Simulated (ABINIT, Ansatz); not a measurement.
**Converging GW for AlGaN2 (P-4m2) in ABINIT**

What does each rung of G0W0 on AlGaN2 (P-4m2) cost, and what does it buy?

Method: LDA and many-body steps on it, plane waves, in ABINIT 10.8.3.

## Step 1: The structure

The structure is tetragonal, space group P-4m2 (No. 115). Conventional cell: a = 3.141 Å, b = 3.141 Å, c = 4.424 Å, α = 90.00°, β = 90.00°, γ = 90.00°. Al has 4 N at 1.89 Å nearest. Nearest to Ga lie 4 N at 1.95 Å. N has 2 Al at 1.89 Å and 2 Ga at 1.95 Å nearest. Farther neighbours and most contacts between anions are not listed.

The cell and positions are those that the Materials Project relaxed with its own functionals (PBE, PBE+U or r2SCAN), kept fixed.

## Step 2: Empty states on the mesh, 4×4×2 mesh, 95 bands

This step: ABINIT 10.8.3; DFT, LDA, plane waves, norm-conserving pseudopotentials.

The sums over transitions need many empty states on a uniform mesh; this step solves for them.

Contents of run.abi:

```
acell 3*1.0 Angstrom
rprim 
  3.140877048700 0.000000000000 0.000000000000
  0.000000000000 3.140877048700 0.000000000000
  0.000000000000 0.000000000000 4.423837940000
ntypat 3
znucl 13 31 7
natom 4
typat 1 2 3 3
xred 
  0.500000000000 0.500000000000 0.500000000000
  0.000000000000 0.000000000000 0.000000000000
  0.500000000000 0.000000000000 0.738264810000
  0.000000000000 0.500000000000 0.261735190000
pp_dirpath "pseudos"
pseudos "Al.upf, Ga.upf, N.upf"
ecut 45
ngkpt 4 4 2
nshiftk 1
shiftk 0 0 0
kptopt 1
chksymbreak 0
iscf -2
irdden 1
istwfk *1
nband 95
nbdbuf 8
tolwfr 1e-09
nstep 60
prtvol 0
indata_prefix "in"
outdata_prefix "out"
tmpdata_prefix "tmp"
```

Started as:

```
> OMP_NUM_THREADS=1 mpirun -n 4 abinit run.abi > log
```

Numbers of over 12 decimals in the logs are rounded to 6 here.

What it wrote:

```text
.Version 10.8.3 of ABINIT. v10.8.2 released Aug 2026.

 Symmetries : space group P-4 m 2 (#115); Bravais tP (primitive tetrag.)
[... echo of the input left out ...]
== DATASET  1 ==================================================================
-   mpi_nproc: 4, omp_nthreads: 1 (-1 if OMP is not activated)

--- !DatasetInfo
iteration_state: {dtset: 1, }
dimensions: {natom: 4, nkpt: 12, mband: 95, nsppol: 1, nspinor: 1, nspden: 1, mpw: 4296, }
cutoff_energies: {ecut:  45.0, pawecutdg:  -1.0, }
[...]
2.51452    2.51452    2.51618    2.58936    2.61148    2.61148    2.62952    2.63464
   2.63464    2.68761    2.69361    2.75421    2.75688    2.79065    2.81251    2.81251
   2.83976    2.84398    2.85133    2.85134    2.85388    2.87513    2.88390
 prteigrs : prtvol=0 or 1, do not print more k-points.

== END DATASET(S) ==============================================================
================================================================================

 -outvars: echo values of variables after computation  --------
            nband          95
             nkpt          12
          spgroup         115
 [... the other variables as echoed above ...]

 Calculation completed.
```

Elapsed: 37 s, on 4 MPI ranks of Arm Neoverse V1, shared host; peak memory 0.34 GiB; 2.4 min of CPU time.

Numbers from this step:

```yaml
gap: 2.872 eV
k_of_the_valence_top: 0, 0, 0
k_of_the_conduction_bottom: 0, 0, 0
least_direct_gap: 2.872 eV
k_points_computed: 12
lowest_point_of_the_top_converged_band_above_the_valence_top: 66.3914 eV
```

On this mesh the gap is 2.872 eV.

The density comes from a self-consistent run that is not shown.

## Step 3: Screening, 4×4×2 mesh, 25 bands, screening to 62.6 eV

The RPA dielectric matrix is built and inverted for each q.

This step: RPA screening on LDA, plane waves, norm-conserving pseudopotentials.

run.abi, as its differences from that of step 2:

```diff
@@ -22,10 +22,11 @@
 chksymbreak 0
-iscf -2
-irdden 1
 istwfk *1
-nband 95
-nbdbuf 8
-tolwfr 1e-09
-nstep 60
-prtvol 0
+occopt 1
+irdwfk 1
+optdriver 3
+nband 25
+ecuteps 2.3
+inclvkb 2
+awtr 1
+symchi 1
 indata_prefix "in"
```

What it wrote:

```text
.Version 10.8.3 of ABINIT. v10.8.2 released Aug 2026.

 Symmetries : space group P-4 m 2 (#115); Bravais tP (primitive tetrag.)
[... echo of the input left out ...]
== DATASET  1 ==================================================================
-   mpi_nproc: 4, omp_nthreads: 1 (-1 if OMP is not activated)

--- !DatasetInfo
iteration_state: {dtset: 1, }
dimensions: {natom: 4, nkpt: 12, mband: 25, nsppol: 1, nspinor: 1, nspden: 1, mpw: 4296, }
cutoff_energies: {ecut:  45.0, pawecutdg:  -1.0, }
electrons: {nelect:   3.40000000E+01, charge:   0.00000000E+00, occopt:   1.00000000E+00, tsmear:   1.00000000E-02, }

 SCREENING: Calculation of the susceptibility and dielectric matrices

 Based on a program developped by R.W. Godby, V. Olevano, G. Onida, and L. Reining.
 Incorporated in ABINIT by V. Olevano, G.-M. Rignanese, and M. Torrent.
.Using double precision arithmetic ; gwpc =  8

[... cell and pseudopotentials left out ...]
--------------------------------------------------------------------------------

 ==== K-mesh for the wavefunctions ====
 Number of points in the irreducible wedge :    12
[... list of points left out ...]
 Together with  8 symmetry operations and time-reversal symmetry
 yields    32 points in the full Brillouin Zone.

 ==== Q-mesh for the screening function ====
 Number of points in the irreducible wedge :    12
[... list of points left out ...]
 Together with  8 symmetry operations and time-reversal symmetry
 yields    32 points in the full Brillouin Zone.

 setmesh: FFT mesh size selected  =    24x   24x   32
          total number of points  =        18432

 vcoul_init : cutoff-mode = AUXILIARY_FUNCTION
 q-points for optical limit:   1
     1)      0.000010    0.000020    0.000030

- screening: taking advantage of time-reversal symmetry
- Maximum band index for partially occupied states nbvw = 17
- Remaining bands to be divided among processors   nbcw = 8
- Number of bands treated by each node ~2

 Number of electrons calculated from density =   34.0000; Expected =   34.0000
 average of density, n =  0.115447
 r_s =    1.2740
 omega_plasma =   32.7753 [eV]

 calculating chi0 at frequencies [eV] :
  1    0.000000E+00    0.000000E+00
  2    0.000000E+00    3.277527E+01

--------------------------------------------------------------------------------
  q-point number  1        q = ( 0.000000, 0.000000, 0.000000) [r.l.u.]
--------------------------------------------------------------------------------
[... chi0 elements left out ...]
 For q-point:  0.000010 0.000020 0.000030
  dielectric constant =   5.4151
  dielectric constant without local fields =   5.6790

  Average fulfillment of the sum rule on Im[epsilon] for q-point    1 :     10.00  [%]
[... wings left out ...]
  q-point number  2        q = ( 0.250000, 0.000000, 0.000000) [r.l.u.]
--------------------------------------------------------------------------------
[... chi0 elements left out ...]
  Average fulfillment of the sum rule on Im[epsilon] for q-point    2 :     23.12  [%]

 [... 10 further q-points ...]
```

Elapsed: 6 s, on 4 MPI ranks; peak memory 0.46 GiB.

This step gave:

| Property | Result |
| --- | --- |
| ε∞ with local fields, on this mesh, along the program's q direction | 5.415 |
| the same without local fields | 5.679 |
| plasma frequency | 32.78 eV |
| plane waves in the screening matrix | 49 |

Local fields lower ε∞ by 5 %. On a Γ-centred mesh this coarse the value itself is usually too large, while a short band sum pulls it down.

## Step 4: 25 bands, 62.6 eV

The self-energy is evaluated for the states that the input lists, and the levels follow from it, in one-shot runs by the linearised quasiparticle equation.

This step: G0W0 on LDA, plane waves, norm-conserving pseudopotentials.

run.abi, as its differences from that of step 3:

```diff
@@ -25,8 +25,15 @@
 irdwfk 1
-optdriver 3
+optdriver 4
 nband 25
+gwcalctyp 0
+ecutsigx 45
+symsigma 1
+nkptgw 1
+kptgw 
+  0.0000000000 0.0000000000 0.0000000000
+bdgw 
+  16 19
 ecuteps 2.3
-inclvkb 2
-awtr 1
-symchi 1
+irdscr 1
+ppmodel 1
 indata_prefix "in"
```

What it wrote:

```text
.Version 10.8.3 of ABINIT. v10.8.2 released Aug 2026.

 Symmetries : space group P-4 m 2 (#115); Bravais tP (primitive tetrag.)
[... echo of the input left out ...]
== DATASET  1 ==================================================================
-   mpi_nproc: 4, omp_nthreads: 1 (-1 if OMP is not activated)

--- !DatasetInfo
iteration_state: {dtset: 1, }
dimensions: {natom: 4, nkpt: 12, mband: 25, nsppol: 1, nspinor: 1, nspden: 1, mpw: 4296, }
cutoff_energies: {ecut:  45.0, pawecutdg:  -1.0, }
electrons: {nelect:   3.40000000E+01, charge:   0.00000000E+00, occopt:   1.00000000E+00, tsmear:   1.00000000E-02, }

 SIGMA: Calculation of the GW corrections

 Based on a program developped by R.W. Godby, V. Olevano, G. Onida, and L. Reining.
 Incorporated in ABINIT by V. Olevano, G.-M. Rignanese, and M. Torrent.
.Using double precision arithmetic ; gwpc =  8

[... cell and pseudopotentials left out ...]
--------------------------------------------------------------------------------

 ==== K-mesh for the wavefunctions ====
 Number of points in the irreducible wedge :    12
[... list of points left out ...]
 Together with  8 symmetry operations and time-reversal symmetry
 yields    32 points in the full Brillouin Zone.

 ==== Q-mesh for screening function ====
 Number of points in the irreducible wedge :    12
[... list of points left out ...]
 Together with  8 symmetry operations and time-reversal symmetry
 yields    32 points in the full Brillouin Zone.

 vcoul_init : cutoff-mode = AUXILIARY_FUNCTION
 q-points for optical limit:   1
     1)      0.000010    0.000020    0.000030
 setmesh: FFT mesh size selected  =    36x   36x   54
          total number of points  =        69984

 Number of electrons calculated from density =   34.0000; Expected =   34.0000
 average of density, n =  0.115447
 r_s =    1.2740
 omega_plasma =   32.7753 [eV]

 === KS Band Gaps ===
  >>>> For spin  1
   Minimum direct gap =   2.8720 [eV], located at k-point      :   0.0000  0.0000  0.0000
   Fundamental gap    =   2.8720 [eV], Top of valence bands at :   0.0000  0.0000  0.0000
                                       Bottom of conduction at :   0.0000  0.0000  0.0000
 SIGMA fundamental parameters:
 PLASMON POLE MODEL  1
 number of plane-waves for SigmaX                 4201
 number of plane-waves for SigmaC and W             49
 number of plane-waves for wavefunctions          4201
 number of bands                                    25
 number of independent spin polarizations            1
 number of spinorial components                      1
 number of k-points in IBZ                          12
 number of q-points in IBZ                          12
 number of symmetry operations                       8
 number of k-points in BZ                           32
 number of q-points in BZ                           32
 number of frequencies for dSigma/dE                 9
 frequency step for dSigma/dE [eV]                0.25
 number of omega for Sigma on real axis              0
 max omega for Sigma on real axis  [eV]           0.00
 zcut for avoiding poles [eV]                     0.10

 EPSILON^-1 parameters (SCR file):
 dimension of the eps^-1 matrix on file             49
 dimension of the eps^-1 matrix used                49
 number of plane-waves for wavefunctions          4201
 number of bands                                    25
 number of q-points in IBZ                          12
 number of frequencies                               2
 number of real frequencies                          1
 number of imag frequencies                          1

 matrix elements of self-energy operator (all in [eV])

 Perturbative Calculation

--- !SelfEnergy_ee
iteration_state: {dtset: 1, }
kpoint     : [   0.000,    0.000,    0.000, ]
spin       : 1
KS_gap     :    2.872
QP_gap     :    4.395
Delta_QP_KS:    1.523
data: !SigmaeeData |
     Band     E0 <VxcDFT>   SigX SigC(E0)      Z dSigC/dE  Sig(E)    E-E0       E
       16   6.057 -17.927 -21.690   4.101   0.793  -0.261 -17.659   0.268   6.324
       17   6.057 -17.927 -21.690   4.101   0.793  -0.261 -17.659   0.268   6.324
       18   8.929 -13.963  -9.273  -2.525   0.827  -0.209 -12.172   1.790  10.719
       19   9.588 -11.842  -7.310  -2.541   0.842  -0.188 -10.166   1.676  11.264

== END DATASET(S) ==============================================================
================================================================================

 -outvars: echo values of variables after computation  --------
           etotal      0.0000000000E+00
            nband          25
             nkpt          12
          spgroup         115
 [... the other variables as echoed above ...]

 Calculation completed.
```

Elapsed: 3.8 s, on 4 MPI ranks; peak memory 0.39 GiB.

Numbers from this step:

```
G0W0 gap on the points computed              : 4.395 eV
starting gap on the mesh                     : 2.872 eV
k of the valence top                         : 0, 0, 0
k of the conduction bottom                   : 0, 0, 0
Z at the valence top                         : 0.793
Z at the conduction bottom                   : 0.827
least direct G0W0 gap on the computed points : 4.395 eV
```

The gap on the mesh goes from 2.87 eV to 4.39 eV, a correction of +1.52 eV.

## Step 5: Screening, 4×4×2 mesh, 45 bands, screening to 114.3 eV

This step: RPA screening on LDA, plane waves, norm-conserving pseudopotentials.

run.abi, as its differences from that of step 4:

```diff
@@ -25,15 +25,8 @@
 irdwfk 1
-optdriver 4
-nband 25
-gwcalctyp 0
-ecutsigx 45
-symsigma 1
-nkptgw 1
-kptgw 
-  0.0000000000 0.0000000000 0.0000000000
-bdgw 
-  16 19
-ecuteps 2.3
-irdscr 1
-ppmodel 1
+optdriver 3
+nband 45
+ecuteps 4.2
+inclvkb 2
+awtr 1
+symchi 1
 indata_prefix "in"
```

What it wrote:

```text
.Version 10.8.3 of ABINIT. v10.8.2 released Aug 2026.

 Symmetries : space group P-4 m 2 (#115); Bravais tP (primitive tetrag.)
[... echo of the input left out ...]
== DATASET  1 ==================================================================
-   mpi_nproc: 4, omp_nthreads: 1 (-1 if OMP is not activated)

--- !DatasetInfo
iteration_state: {dtset: 1, }
dimensions: {natom: 4, nkpt: 12, mband: 45, nsppol: 1, nspinor: 1, nspden: 1, mpw: 4296, }
cutoff_energies: {ecut:  45.0, pawecutdg:  -1.0, }
electrons: {nelect:   3.40000000E+01, charge:   0.00000000E+00, occopt:   1.00000000E+00, tsmear:   1.00000000E-02, }

 SCREENING: Calculation of the susceptibility and dielectric matrices

 Based on a program developped by R.W. Godby, V. Olevano, G. Onida, and L. Reining.
 Incorporated in ABINIT by V. Olevano, G.-M. Rignanese, and M. Torrent.
.Using double precision arithmetic ; gwpc =  8

[... cell and pseudopotentials left out ...]
--------------------------------------------------------------------------------

 ==== K-mesh for the wavefunctions ====
 Number of points in the irreducible wedge :    12
[... list of points left out ...]
 Together with  8 symmetry operations and time-reversal symmetry
 yields    32 points in the full Brillouin Zone.

 ==== Q-mesh for the screening function ====
 Number of points in the irreducible wedge :    12
[... list of points left out ...]
 Together with  8 symmetry operations and time-reversal symmetry
 yields    32 points in the full Brillouin Zone.

 setmesh: FFT mesh size selected  =    24x   24x   36
          total number of points  =        20736

 vcoul_init : cutoff-mode = AUXILIARY_FUNCTION
 q-points for optical limit:   1
     1)      0.000010    0.000020    0.000030

- screening: taking advantage of time-reversal symmetry
- Maximum band index for partially occupied states nbvw = 17
- Remaining bands to be divided among processors   nbcw = 28
- Number of bands treated by each node ~7

 Number of electrons calculated from density =   34.0000; Expected =   34.0000
 average of density, n =  0.115447
 r_s =    1.2740
 omega_plasma =   32.7753 [eV]

 calculating chi0 at frequencies [eV] :
  1    0.000000E+00    0.000000E+00
  2    0.000000E+00    3.277527E+01

--------------------------------------------------------------------------------
  q-point number  1        q = ( 0.000000, 0.000000, 0.000000) [r.l.u.]
--------------------------------------------------------------------------------
[... chi0 elements left out ...]
 For q-point:  0.000010 0.000020 0.000030
  dielectric constant =   5.4358
  dielectric constant without local fields =   5.8815

  Average fulfillment of the sum rule on Im[epsilon] for q-point    1 :     26.23  [%]
[... wings left out ...]
  q-point number  2        q = ( 0.250000, 0.000000, 0.000000) [r.l.u.]
--------------------------------------------------------------------------------
[... chi0 elements left out ...]
  Average fulfillment of the sum rule on Im[epsilon] for q-point    2 :     36.89  [%]

 [... 10 further q-points ...]
```

Wall time 16 s (4 MPI ranks); peak memory 0.73 GiB; 65 s of CPU time.

This step gave:

```yaml
eps_infinity_with_local_fields_on_this_mesh_along_the_program_s_q_direction: 5.436
the_same_without_local_fields: 5.881
plasma_frequency: 32.78 eV
plane_waves_in_the_screening_matrix: 123
```

[end of part 1 of 2]

[Paths, hosts, dates, memory and timing lines, banners, echoed tables and standing remarks are left out of the program output.]

[Logs are printed without paths, hosts, clocks, repeated set-up lines and the standing remarks that a program may print on its own settings, such as how far it seeks lower states.]

[Runs of the session that timed out or met a known fault of the program may be left out.]

[No measured gap is set beside runs whose start may be inverted or whose files or cutoffs have a known fault.]

[Hosts, paths, dates, database ids (printed as entryN), source tags and the programs' standing remarks are cut or masked in the printed files.]

[G0W0 gaps are taken among the corrected bands and points alone; a level outside them can change the order at an edge.]

[Where Ansatz stands beside ABINIT at settings called matched, ABINIT's density can come from a denser mesh and the files from another edition; pairs whose starting gaps differed by over 0.03 eV were left out, so agreement reads better than it is.]
